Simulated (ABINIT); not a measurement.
Computed results, one entry a study.

Quasiparticle gap of SiC (F-43m) in ABINIT. It takes space group F-43m (No. 216, cubic). Conventional cell: a = 4.358 Å, b = 4.358 Å, c = 4.358 Å, α = 90.00°, β = 90.00°, γ = 90.00°. Si has 4 C at 1.89 Å nearest. Nearest to C lie 4 Si at 1.89 Å. Farther neighbours, and contacts between anions beyond the nearest, are not listed. The calculation used RPA screening on PBE, plane waves, norm-conserving pseudopotentials (and 2 further levels or steps) in ABINIT 10.8.3, with cutoff 37 Ha, PseudoDojo scalar-relativistic 0.4.1 standard, norm-conserving, potential set dojo-sr-pbe-0.4.1-standard, ngkpt (6, 6, 6), nband 50, ecuteps 6 Ha, inclvkb 2, shiftk (0, 0, 0), symchi 1, awtr 1, frequency ppm, 6×6×6 k-mesh. The PBE gap is 1.36 eV, indirect. The G0W0 gap on the mesh is 1.99 eV. The GW settings are 6×6×6 mesh, 50 bands, screening to 163.3 eV, Godby-Needs plasmon pole and the known limits are short of the basis limit. It took 5 runs, 27 s in all on 8 MPI ranks of Arm Neoverse V2, shared host. G0W0 moves the gap on the mesh from 1.36 eV to 1.99 eV (+0.63 eV), with Z of 0.79 and 0.82 at the edges. Local fields lower the RPA ε∞ on this mesh from 7.74 to 7.08. The cell and positions come from the Crystallography Open Database and are kept as given unless a step says otherwise.

```xyz
2
Lattice="0.0000 2.1790 2.1790 2.1790 0.0000 2.1790 2.1790 2.1790 0.0000" Properties=species:S:1:pos:R:3 pbc="T T T"
Si    0.0000    0.0000    0.0000
C     1.0895    1.0895    1.0895
```

[Long decimals in the printed logs are rounded to 6 places.]

[Logs are printed without paths, hosts, clocks, repeated set-up lines and the standing remarks that a program may print on its own settings, such as how far it seeks lower states.]

[Paths, hosts, dates, memory and timing lines, banners, echoed tables and standing remarks are left out of the program output; an Ansatz launch command may be rebuilt from the run's recorded settings. Measured values are a selection of at most five: reports struck by readers or far from the other reports are left out. None is set beside runs whose start may be inverted or whose files or cutoffs have a known fault.]

[Runs of the session that timed out or met a known fault of the program may be left out.]

[Hosts, paths, dates, database ids (printed as entryN), source tags and the programs' standing remarks are cut or masked in the printed files.]

[G0W0 gaps are taken among the corrected bands and points alone; a level outside them can change the order at an edge.]

[Where Ansatz stands beside ABINIT at settings called matched, ABINIT's density can come from a denser mesh and the files from another edition; pairs whose starting gaps differed by over 0.03 eV were left out, so agreement reads better than it is.]
